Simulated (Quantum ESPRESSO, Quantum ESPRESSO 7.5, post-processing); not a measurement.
# CaO(001), stepped through the number of layers

Aim: how the results for CaO(001) change with the number of layers.

Method: plane-wave DFT, PBE, GBRV ultrasoft pseudopotentials, in Quantum ESPRESSO 7.5.

Most raw output is cut from this account.

### 1. Starting point

It takes space group Fm-3m (No. 225, cubic). The conventional cell has a = 4.840 Å, b = 4.840 Å, c = 4.840 Å, α = 90.00°, β = 90.00°, γ = 90.00°. Nearest to Ca lie 6 O at 2.42 Å. Nearest to O lie 6 Ca at 2.42 Å. Farther neighbours and most contacts between anions are not listed.

Set-up: Free-standing symmetric slabs with 16 Å of vacuum in the starting cell; all atoms relax without a field to tight forces. A sawtooth field of 0.1 V/Å with dipole correction is then applied with the ions held (f1) and with the ions free (r1). Fixed occupations. The slabs take the lattice constants of the bulk relaxed by the same program.

Members 5, 6 and 7 took the same steps and show in the table alone.

### 2. Relaxing cell and ions of the reference

The bulk crystal is relaxed in cell and atoms; the members are built on its lattice constants.

Contents of ref.vc.in:

```
&control
  prefix = 'ref.vc'
  outdir = './out'
  pseudo_dir = './pseudo'
  nstep = 40
  forc_conv_thr = 0.0003
  calculation = 'vc-relax'
/
&system
  ibrav = 0
  nat = 4
  ntyp = 2
  ecutwfc = 50
  ecutrho = 250
  occupations = 'smearing'
  smearing = 'fd'
  degauss = 0.002
/
&electrons
  conv_thr = 1e-09
  mixing_beta = 0.4
  electron_maxstep = 120
/
&ions
/
&cell
  press_conv_thr = 0.3
/
ATOMIC_SPECIES
  Ca  40.0780  ca_pbe_v1.uspp.F.UPF
  O   15.9990  o_pbe_v1.2.uspp.F.UPF
CELL_PARAMETERS angstrom
  3.42239682094289 0.00000000000000 0.00000000000000
  0.00000000000000 3.42239682094289 0.00000000000000
  0.00000000000000 0.00000000000000 4.84000000000000
ATOMIC_POSITIONS crystal
  Ca  0.000000000000 0.000000000000 0.000000000000
  O   0.500000000000 0.500000000000 0.000000000000
  Ca  0.500000000000 0.500000000000 0.500000000000
  O   0.000000000000 0.000000000000 0.500000000000
K_POINTS automatic
  7 7 5 0 0 0
```

Started as:

```console
$ OMP_NUM_THREADS=1 mpirun -n 4 pw.x -nk 4 -in ref.vc.in > ref.vc.out
```

The job ended after 32 s (4 MPI ranks of Arm Neoverse V1, shared host; peak memory 0.33 GiB; 2.1 min of CPU time).

Step by step:

```tsv
step	energy less that of the first step (eV)	largest force (eV/Å)	volume (Å³)
1	0.0000	0.0000	56.69
2	-0.0006	0.0000	56.50
3	-0.0008	0.0000	56.33
4	-0.0004	0.0000	56.33
```

```tsv
conventional cell, symmetrised	before	after	change
a (Å)	4.840	4.830	-0.2 %
b (Å)	4.840	4.830	-0.2 %
c (Å)	4.840	4.830	-0.2 %
volume (Å³/atom)	14.17	14.08	-0.6 %
```

The relaxed structure:

```xyz
4
Lattice="3.4151 0.0000 0.0000 0.0000 3.4151 0.0000 0.0000 0.0000 4.8296" Properties=species:S:1:pos:R:3 pbc="T T T"
Ca    0.0000    0.0000    0.0000
O     1.7075    1.7075    0.0000
Ca    1.7075    1.7075    2.4148
O     0.0000    0.0000    2.4148
```

 The last row is no step: it is a fresh SCF in the final cell with a new plane-wave basis, +0 meV from the row before.

Read from the output:

```
free energy  : -2925.6072 eV
Fermi energy : 10.35 eV
```

### 3. Ground state of the reference

A bulk run at that cell gives the reference energy and levels.

Contents of ref.bulk.in:

```
&control
  prefix = 'ref.bulk'
  outdir = './out'
  pseudo_dir = './pseudo'
  calculation = 'scf'
  tprnfor = .true.
/
&system
  ibrav = 0
  nat = 4
  ntyp = 2
  ecutwfc = 40
  ecutrho = 200
  occupations = 'smearing'
  smearing = 'fd'
  degauss = 0.002
  nbnd = 20
/
&electrons
  conv_thr = 1e-09
  mixing_beta = 0.4
  electron_maxstep = 120
/
ATOMIC_SPECIES
  Ca  40.0780  ca_pbe_v1.uspp.F.UPF
  O   15.9990  o_pbe_v1.2.uspp.F.UPF
CELL_PARAMETERS angstrom
  3.41506535100000 0.00000000000000 0.00000000000000
  0.00000000000000 3.41506535100000 0.00000000000000
  0.00000000000000 0.00000000000000 4.82962423200000
ATOMIC_POSITIONS crystal
  Ca  0.000000000000 0.000000000000 0.000000000000
  O   0.500000000000 0.500000000000 0.000000000000
  Ca  0.500000000000 0.500000000000 0.500000000000
  O   0.000000000000 0.000000000000 0.500000000000
K_POINTS automatic
  7 7 5 0 0 0
```

Started as:

```console
$ OMP_NUM_THREADS=1 mpirun -n 4 pw.x -nk 4 -in ref.bulk.in > ref.bulk.out
```

It took 6.9 s on 4 MPI ranks; peak memory 0.27 GiB; 27 s of CPU time.

Read from the output:

* free energy: -2925.5971 eV
* valence top, on the run's zero: 7.622 eV
* conduction bottom, on the run's zero: 11.29 eV
* gap by band count: 3.665 eV

### 4. Relaxing the ions, 3 layers

What the set-up leaves free in this member is relaxed.

System of this step: CaO(001), 3 layers. The cell holds 6 atoms: 3 Ca and 3 O. Its edges and angles: a = 3.415 Å, b = 3.415 Å, c = 20.795 Å, α = 90.0°, β = 90.0°, γ = 90.0°. It derives from CaO. Vacuum lies along c.

Contents of m0.relax.in:

```
&control
  prefix = 'm0.relax'
  outdir = './out'
  pseudo_dir = './pseudo'
  nstep = 90
  forc_conv_thr = 6e-05
  calculation = 'relax'
  etot_conv_thr = 1e-07
/
&system
  ibrav = 0
  nat = 6
  ntyp = 2
  ecutwfc = 40
  ecutrho = 200
  occupations = 'fixed'
/
&electrons
  conv_thr = 1e-10
  mixing_beta = 0.4
  electron_maxstep = 120
/
&ions
/
ATOMIC_SPECIES
  Ca  40.0780  ca_pbe_v1.uspp.F.UPF
  O   15.9990  o_pbe_v1.2.uspp.F.UPF
CELL_PARAMETERS angstrom
  3.41506535100000 0.00000000000000 0.00000000000000
  0.00000000000000 3.41506535100000 0.00000000000000
  0.00000000000000 0.00000000000000 20.79532417249587
ATOMIC_POSITIONS crystal
  Ca  0.000000000000 0.000000000000 0.383877159309
  O   0.500000000000 0.500000000000 0.383877159309
  Ca  0.500000000000 0.500000000000 0.500000000000
  O   0.000000000000 0.000000000000 0.500000000000
  Ca  0.000000000000 0.000000000000 0.616122840691
  O   0.500000000000 0.500000000000 0.616122840691
K_POINTS automatic
  4 4 1 0 0 0
```

Started as:

```console
$ OMP_NUM_THREADS=1 mpirun -n 4 pw.x -nk 1 -in m0.relax.in > m0.relax.out
```

Elapsed: 76 s, on 4 MPI ranks; peak memory 0.56 GiB.

Relaxation path:

```tsv
step	energy less that of the first step (eV)	largest force (eV/Å)
1	0.0000	0.1844
2	-0.0014	0.1606
3	-0.0028	0.1362
4	-0.0047	0.1026
5	-0.0071	0.0904
6	-0.0094	0.0902
7	-0.0102	0.0707
8	-0.0105	0.0482
9	-0.0107	0.0126
10	-0.0107	0.0011
11	-0.0107	0.0001
```

The atoms that moved most (Å):

```tsv
atom	dx	dy	dz	length
O2	0.000	0.000	0.047	0.047
O6	0.000	0.000	-0.047	0.047
Ca5	0.000	0.000	-0.035	0.035
Ca1	0.000	0.000	0.035	0.035
```

Final coordinates:

```xyz
6
Lattice="3.4151 0.0000 0.0000 0.0000 3.4151 0.0000 0.0000 0.0000 20.7953" Properties=species:S:1:pos:R:3
Ca    0.0000    0.0000    8.0176
O     1.7075    1.7075    8.0303
Ca    1.7075    1.7075   10.3977
O     0.0000    0.0000   10.3977
Ca    0.0000    0.0000   12.7778
O     1.7075    1.7075   12.7650
```

The relaxation lowers the energy by 2 meV an atom.

This step gave:

```
free energy                    : -4387.4515 eV
valence top, on the run's zero : 0.0675 eV
```

### 5. SCF with pw.x, 3 layers

A run with the dipole correction and no field is the reference.

Contents of m0.f0.in:

```
&control
  prefix = 'm0.f0'
  outdir = './out'
  pseudo_dir = './pseudo'
  calculation = 'scf'
  tprnfor = .true.
  tefield = .true.
  dipfield = .true.
/
&system
  ibrav = 0
  nat = 6
  ntyp = 2
  ecutwfc = 40
  ecutrho = 200
  occupations = 'fixed'
  edir = 3
  emaxpos = 0.97
  eopreg = 0.04
  eamp = 0.0
  nbnd = 28
/
&electrons
  conv_thr = 1e-09
  mixing_beta = 0.4
  electron_maxstep = 120
  mixing_mode = 'plain'
/
ATOMIC_SPECIES
  Ca  40.0780  ca_pbe_v1.uspp.F.UPF
  O   15.9990  o_pbe_v1.2.uspp.F.UPF
CELL_PARAMETERS angstrom
  3.41506535100000 0.00000000000000 0.00000000000000
  0.00000000000000 3.41506535100000 0.00000000000000
  0.00000000000000 0.00000000000000 20.79532417249587
ATOMIC_POSITIONS crystal
  Ca  0.000000000000 0.000000000000 0.385546590000
  O   0.500000000000 0.500000000000 0.386160542900
  Ca  0.500000000000 0.500000000000 0.500000000000
  O   0.000000000000 0.000000000000 0.500000000000
  Ca  0.000000000000 0.000000000000 0.614453410000
  O   0.500000000000 0.500000000000 0.613839457100
K_POINTS automatic
  4 4 1 0 0 0
```

Started as:

```console
$ OMP_NUM_THREADS=1 mpirun -n 4 pw.x -nk 1 -in m0.f0.in > m0.f0.out
```

Run time: 14 s. Hardware: 4 MPI ranks; peak memory 0.58 GiB; 57 s of CPU time.

This step gave:

- dipole along the normal: 0 e·Å
- valence top, on the run's zero: 0.06750 eV
- conduction bottom, on the run's zero: 2.872 eV
- gap by band count: 2.805 eV

### 6. Potential by pp.x, 3 layers

plot_num = 11 writes the bare and Hartree potential, from which vacuum levels or, in a crystal, the mean potential are read.

Contents of m0.f0.pot.in:

```
&inputpp
  prefix = 'm0.f0'
  outdir = './out'
  filplot = 'm0.f0.pot.dat'
  plot_num = 11
/
```

Started as:

```console
$ OMP_NUM_THREADS=1 mpirun -n 4 pp.x -in m0.f0.pot.in > m0.f0.pot.out
```

The job ended after 0.95 s (4 MPI ranks; peak memory 0.1 GiB).

Numbers from this step:

```
slope of the potential above                                          : 1.93e-4 eV/Å
upper vacuum line continued to the top atoms, over the valence top    : 4.048 eV
slope of the potential below                                          : -1.40e-4 eV/Å
lower vacuum line continued to the bottom atoms, over the valence top : 4.049 eV
vacuum level at the upper face over the valence top of the mesh       : 4.049 eV
vacuum level at the lower face over the valence top of the mesh       : 4.049 eV
```

Electrostatic potential energy of an electron, with the sawtooth; zero at the highest filled level of the SCF mesh. The potential energy, planar mean by z:

z (Å), potential energy, planar mean (eV) and a bar from the least value:
```
        0        4.0 ##############################
        1        4.0 ##############################
        2        4.0 ##############################
        3        4.0 ##############################
        4        4.0 ##############################
        5        4.0 ##############################
        6        3.9 ##############################
        7        2.3 ###########################
        8      -15.5 
        9        1.7 ##########################
       10       -7.8 ############
       11       -2.6 ####################
       12        0.1 ########################
       13      -12.5 #####
       14        3.0 ############################
       15        4.0 ##############################
       16        4.0 ##############################
       17        4.0 ##############################
       18        4.0 ##############################
       19        4.0 ##############################
       20        4.0 ##############################
```

### 7. Self-consistent run, 3 layers: field 0.1 V/Å

The same atoms in a field; the change of the dipole measures the screening.

m0.f1.in, as its differences from the input of step 5:

```diff
@@ -1,3 +1,3 @@
 &control
-  prefix = 'm0.f0'
+  prefix = 'm0.f1'
   outdir = './out'
@@ -19,3 +19,3 @@
   eopreg = 0.04
-  eamp = 0.0
+  eamp = 0.00194469
   nbnd = 28
@@ -27,2 +27,3 @@
   mixing_mode = 'plain'
+  startingpot = 'file'
 /
```

Started as:

```console
$ cp -r out/m0.f0.save out/m0.f1.save
$ OMP_NUM_THREADS=1 mpirun -n 4 pw.x -nk 1 -in m0.f1.in > m0.f1.out
```

Elapsed: 13 s, on 4 MPI ranks; peak memory 0.38 GiB.

Read from the output:

```
free energy                          : -4387.4535 eV
dipole along the normal              : 0.04041 e·Å
valence top, on the run's zero       : 0.1006 eV
conduction bottom, on the run's zero : 2.775 eV
gap by band count                    : 2.674 eV
```

### 8. Potential by pp.x, 3 layers

Contents of m0.f1.pot.in:

```
&inputpp
  prefix = 'm0.f1'
  outdir = './out'
  filplot = 'm0.f1.pot.dat'
  plot_num = 11
/
```

Started as:

```console
$ OMP_NUM_THREADS=1 mpirun -n 4 pp.x -in m0.f1.pot.in > m0.f1.pot.out
```

The job ended after 0.95 s (4 MPI ranks; peak memory 0.1 GiB).

Numbers from this step:

* slope of the potential above: 0.1001 eV/Å
* upper vacuum line continued to the top atoms, over the valence top: 3.955 eV
* slope of the potential below: 0.09981 eV/Å
* lower vacuum line continued to the bottom atoms, over the valence top: 4.106 eV

Electrostatic potential energy of an electron, with the sawtooth; zero at the highest filled level of the SCF mesh. The potential energy, planar mean by z:

z (Å), potential energy, planar mean (eV) and a bar from the least value:
```
      0.0        3.7 #############################
      0.5        3.4 ############################
      1.0        3.4 ############################
      1.5        3.5 ############################
      2.0        3.5 ############################
      2.5        3.6 ############################
      3.0        3.6 ############################
      3.5        3.7 ############################
      4.0        3.7 #############################
      4.5        3.8 #############################
      5.0        3.8 #############################
      5.5        3.8 #############################
      6.0        3.8 #############################
      6.5        3.5 ############################
      7.0        2.2 ##########################
      7.5       -4.4 #################
      8.0      -15.6 
      8.5       -5.6 ###############
      9.0        1.6 #########################
      9.5        1.2 #########################
     10.0       -7.8 ###########
     10.5      -15.0 #
     11.0       -2.6 ###################
     11.5        2.0 ##########################
     12.0        0.2 #######################
     12.5      -11.4 ######
     13.0      -12.4 #####
     13.5       -0.3 #######################
     14.0        3.1 ############################
     14.5        3.9 #############################
     15.0        4.1 #############################
     15.5        4.2 #############################
     16.0        4.3 #############################
     16.5        4.3 #############################
     17.0        4.4 ##############################
     17.5        4.4 ##############################
     18.0        4.5 ##############################
     18.5        4.5 ##############################
     19.0        4.6 ##############################
     19.5        4.6 ##############################
     20.0        4.7 ##############################
     20.5        4.2 #############################
```

The slope in the vacuum is 0.100 eV/Å for an applied 0.10 V/Å, as it should be.

### 9. Response between 0 and 0.1 V/A, ions held, 3 layers

The polarisability follows from the two dipoles.

Read from the output:

| Property | Result |
| --- | --- |
| change of slope in the vacuum | 0.09996 eV/Å |
| polarisability a cell | 5.822 Å³ |
| sheet polarisability 4πα/A | 6.273 Å |

The change of the potential energy, second field less first by z:

```tsv
z (Å)	change of the potential energy, second field less first (eV)
0	-0.361
1	-0.624
2	-0.524
3	-0.424
4	-0.325
5	-0.226
6	-0.135
7	-0.0720
8	-0.0531
9	-0.0363
10	-0.00521
11	0.00906
12	0.0427
13	0.0561
14	0.0827
15	0.156
16	0.250
17	0.349
18	0.449
19	0.549
20	0.649
```

### 10. Relaxing the ions, 3 layers: field 0.1 V/Å

Now the ions may follow the field.

m0.r1.in, as its differences from the input of step 7:

```diff
@@ -1,9 +1,11 @@
 &control
-  prefix = 'm0.f1'
+  prefix = 'm0.r1'
   outdir = './out'
   pseudo_dir = './pseudo'
-  calculation = 'scf'
-  tprnfor = .true.
+  nstep = 90
+  forc_conv_thr = 6e-05
+  calculation = 'relax'
   tefield = .true.
   dipfield = .true.
+  etot_conv_thr = 1e-07
 /
@@ -20,10 +22,9 @@
   eamp = 0.00194469
-  nbnd = 28
 /
 &electrons
-  conv_thr = 1e-09
+  conv_thr = 1e-10
   mixing_beta = 0.4
   electron_maxstep = 120
-  mixing_mode = 'plain'
-  startingpot = 'file'
+/
+&ions
 /
```

Started as:

```console
$ OMP_NUM_THREADS=1 mpirun -n 4 pw.x -nk 1 -in m0.r1.in > m0.r1.out
```

The job ended after 64 s (4 MPI ranks; peak memory 0.58 GiB).

No atom moved by 0.005 Å in the relaxation.

This step gave:

```
free energy                    : -4387.4540 eV
dipole along the normal        : 0.05017 e·Å
valence top, on the run's zero : 0.0802 eV
```

### 11. Potential by pp.x, 3 layers

Contents of m0.r1.pot.in:

```
&inputpp
  prefix = 'm0.r1'
  outdir = './out'
  filplot = 'm0.r1.pot.dat'
  plot_num = 11
/
```

Started as:

```console
$ OMP_NUM_THREADS=1 mpirun -n 4 pp.x -in m0.r1.pot.in > m0.r1.pot.out
```

Wall time 0.95 s (4 MPI ranks); peak memory 0.11 GiB.

This step gave:

* slope of the potential above: 0.1002 eV/Å
* upper vacuum line continued to the top atoms, over the valence top: 3.898 eV
* slope of the potential below: 0.09982 eV/Å
* lower vacuum line continued to the bottom atoms, over the valence top: 4.201 eV

Electrostatic potential energy of an electron, with the sawtooth; zero at the highest filled level of the SCF mesh. Potential energy, planar mean against z:

z (Å), potential energy, planar mean (eV) and a bar from the least value:
```
        0        3.7 #############################
        1        3.5 ############################
        2        3.6 ############################
        3        3.7 #############################
        4        3.8 #############################
        5        3.9 #############################
        6        3.8 #############################
        7        2.3 ###########################
        8      -15.5 
        9        1.7 ##########################
       10       -7.8 ############
       11       -2.6 ###################
       12        0.2 #######################
       13      -12.5 #####
       14        3.0 ############################
       15        4.0 #############################
       16        4.2 #############################
       17        4.3 ##############################
       18        4.4 ##############################
       19        4.5 ##############################
       20        4.6 ##############################
```

The slope in the vacuum is 0.100 eV/Å for an applied 0.10 V/Å, as it should be.

### 12. Response between 0 and 0.1 V/A, ions free, 3 layers

The response with the ions free follows from the relaxed dipole.

This step gave:

```
polarisability a cell      : 7.228 Å³
sheet polarisability 4πα/A : 7.788 Å
```

Change of the potential energy, second field less first against z:

z (Å), change of the potential energy, second field less first (eV) and a bar from the least value:
```
        0     -0.325 ######
        1     -0.550 
        2     -0.450 ###
        3     -0.350 #####
        4     -0.250 ########
        5     -0.151 ###########
        6     -0.059 #############
        7      0.011 ###############
        8     -0.007 ###############
        9     -0.027 ##############
       10      0.008 ###############
       11     -0.015 ##############
       12      0.041 ################
       13      0.000 ###############
       14     -0.001 ###############
       15      0.077 #################
       16      0.173 ###################
       17      0.272 ######################
       18      0.372 #########################
       19      0.472 ###########################
       20      0.572 ##############################
```

### 13. Relaxation with pw.x, 4 layers

System of this step: CaO(001), 4 layers. The cell holds 8 atoms: 4 Ca and 4 O. Its edges and angles: a = 3.415 Å, b = 3.415 Å, c = 23.210 Å, α = 90.0°, β = 90.0°, γ = 90.0°. It derives from CaO. Vacuum lies along c.

Contents of m1.relax.in:

```
&control
  prefix = 'm1.relax'
  outdir = './out'
  pseudo_dir = './pseudo'
  nstep = 90
  forc_conv_thr = 6e-05
  calculation = 'relax'
  etot_conv_thr = 1e-07
/
&system
  ibrav = 0
  nat = 8
  ntyp = 2
  ecutwfc = 40
  ecutrho = 200
  occupations = 'fixed'
/
&electrons
  conv_thr = 1e-10
  mixing_beta = 0.4
  electron_maxstep = 120
/
&ions
/
ATOMIC_SPECIES
  Ca  40.0780  ca_pbe_v1.uspp.F.UPF
  O   15.9990  o_pbe_v1.2.uspp.F.UPF
CELL_PARAMETERS angstrom
  3.41506535100000 0.00000000000000 0.00000000000000
  0.00000000000000 3.41506535100000 0.00000000000000
  0.00000000000000 0.00000000000000 23.21013628849586
ATOMIC_POSITIONS crystal
  Ca  0.000000000000 0.000000000000 0.343938091144
  O   0.500000000000 0.500000000000 0.343938091144
  Ca  0.500000000000 0.500000000000 0.447979363715
  O   0.000000000000 0.000000000000 0.447979363715
  Ca  0.000000000000 0.000000000000 0.552020636285
  O   0.500000000000 0.500000000000 0.552020636285
  Ca  0.500000000000 0.500000000000 0.656061908856
  O   0.000000000000 0.000000000000 0.656061908856
K_POINTS automatic
  4 4 1 0 0 0
```

Started as:

```console
$ OMP_NUM_THREADS=1 mpirun -n 4 pw.x -nk 1 -in m1.relax.in > m1.relax.out
```

It took 3.1 min on 4 MPI ranks; peak memory 0.64 GiB; 12 min of CPU time.

The steps of the relaxation:

```tsv
step	energy less that of the first step (eV)	largest force (eV/Å)
1	0.0000	0.2016
2	-0.0031	0.1740
3	-0.0060	0.1458
4	-0.0095	0.1060
5	-0.0127	0.0581
6	-0.0137	0.0462
7	-0.0138	0.0388
8	-0.0140	0.0335
9	-0.0143	0.0373
10	-0.0147	0.0391
11	-0.0151	0.0364
12	-0.0154	0.0242
13	-0.0154	0.0180
14	-0.0155	0.0037
15	-0.0155	0.0013
16	-0.0155	0.0010
```

The atoms that moved most (Å):

```tsv
atom	dx	dy	dz	length
O8	0.000	0.000	-0.052	0.052
O2	0.000	0.000	0.052	0.052
Ca1	0.000	0.000	0.034	0.034
Ca7	0.000	0.000	-0.034	0.034
O4	0.000	0.000	-0.016	0.016
O6	0.000	0.000	0.016	0.016
```

The relaxation lowers the energy by 2 meV an atom.

Read from the output:

* free energy: -5850.2556 eV
* valence top, on the run's zero: 0.8626 eV

(Part 1 of 2 ends here.)

[Logs are printed without paths, hosts, clocks, repeated set-up lines and the standing remarks that a program may print on its own settings, such as how far it seeks lower states.]

[Hosts, paths, dates, database ids (printed as entryN), source tags and the programs' standing remarks are cut or masked in the printed files.]

[Maps of the electrostatic potential energy from Ansatz leave out the sawtooth potential of an applied field or a dipole correction, so their vacuum need not be flat; planar profiles and work functions include it.]
